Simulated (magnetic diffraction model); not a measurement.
# Nd3Nb4Cd3 below its ordering temperature

Space group I-43d (no. 220), a = 9.6580 Å.

| site | atom | x | y | z |
| --- | --- | --- | --- | --- |
| 12b | Nd | 1/2 | 1/4 | 1/8 |
| 12a | Cd | 0 | 3/4 | 1/8 |
| 16c | Nb | 0.1736 | 0.1736 | 0.1736 |

The compound is invented for this exercise: a known structure type with other elements, its cell scaled to their sizes and not relaxed.

Only Nd is taken to order (form factors of Nd3+); orders and moment sizes are assumed, and not adapted to the symmetry. Radiation: neutrons of λ = 1.8 Å (absorption by Cd left out), 5° to 45°; isotropic B of 0.38 Å² (Nd), 0.42 Å² (Cd) and 0.53 Å² (Nb). Simulated constant-wavelength pattern: nuclear and magnetic terms add, the magnetic one as |2.695 fm × Σ f S⊥ exp(2πi Q·r) exp(−B s²)|², summed over all Q at one angle with the factor 1/(sin²θ cos θ). For collinear order S is the moment m, which repeats by lattice and centring translations R with the sign exp(−2πi k·R). Free-ion form factors, Sears's scattering lengths of 1992, no absorption; a label names one of the reflections at its angle. The strongest nuclear line in the range is 100, and lines under 0.2 are left out.

Above the ordering temperature:

| 2θ (°) | index | I |
| --- | --- | --- |
| 26.39 | (2 1 1) | 3.6 |
| 30.56 | (2 2 0) | 0.9 |
| 34.28 | (3 1 0) | 38.9 |
| 40.81 | (3 2 1) | 100.0 |

Below it (cell unchanged):

```tsv
2θ (°)	I
10.69	15.6
18.58	6.8
24.05	11.9
26.39	3.6
30.56	0.9
32.47	7.9
34.28	38.9
36.01	5.1
39.27	4.2
40.81	100.0
```

**Question.** Find the propagation vector, then choose among these models:
A. collinear moments along [111], 2.6 μB on Nd; signs + at (1/2, 1/4, 1/8), − at (1/2, 3/4, 3/8), + at (1/8, 1/2, 1/4), + at (3/8, 1/2, 3/4), + at (1/4, 1/8, 1/2), + at (3/4, 3/8, 1/2)
B. collinear moments along [111], 2.6 μB on Nd; signs + at (1/2, 1/4, 1/8), + at (1/2, 3/4, 3/8), + at (1/8, 1/2, 1/4), + at (3/8, 1/2, 3/4), + at (1/4, 1/8, 1/2), + at (3/4, 3/8, 1/2)
C. collinear moments along [100], 2.6 μB on Nd; signs + at (1/2, 1/4, 1/8), + at (1/2, 3/4, 3/8), + at (1/8, 1/2, 1/4), + at (3/8, 1/2, 3/4), + at (1/4, 1/8, 1/2), + at (3/4, 3/8, 1/2)
D. collinear moments along [100], 2.6 μB on Nd; signs + at (1/2, 1/4, 1/8), − at (1/2, 3/4, 3/8), + at (1/8, 1/2, 1/4), + at (3/8, 1/2, 3/4), + at (1/4, 1/8, 1/2), + at (3/4, 3/8, 1/2)

The new lines index as (0 1 0) at 10.69°, (1 1 1) at 18.58°, (2 1 0) at 24.05° and (2 2 1) at 32.47°, that is as H ± k with k = (0 1 0). The indices are whole but break the lattice centring, so the moments reverse under a centring translation, those with k·t a half-integer.

Magnetic intensity, observed (below minus above) and for each model:

| 2θ (°) | index | observed | A | B | C | D |
| --- | --- | --- | --- | --- | --- | --- |
| 10.69 | (0 1 0) | 15.6 | 15.6 | 15.6 | 15.6 | 20.8 |
| 18.58 | (1 1 1) | 6.8 | 5.3 | 2.3 | 6.8 | 6.8 |
| 24.05 | (2 0 1) | 11.9 | 13.0 | 15.1 | 11.9 | 10.3 |
| 32.47 | (2 2 1) | 7.9 | 7.9 | 7.9 | 7.9 | 9.2 |
| 36.01 | (3 1 1) | 5.1 | 5.2 | 5.4 | 5.1 | 5.1 |
| 39.27 | (3 2 0) | 4.2 | 3.8 | 2.9 | 4.2 | 4.0 |

Model C matches.

The structure used: k = (0 1 0), collinear moments along [100], 2.6 μB on Nd; signs + at (1/2, 1/4, 1/8), + at (1/2, 3/4, 3/8), + at (1/8, 1/2, 1/4), + at (3/8, 1/2, 3/4), + at (1/4, 1/8, 1/2), + at (3/4, 3/8, 1/2).

[Logs are printed without paths, hosts, clocks, repeated set-up lines and the standing remarks that a program may print on its own settings, such as how far it seeks lower states.]
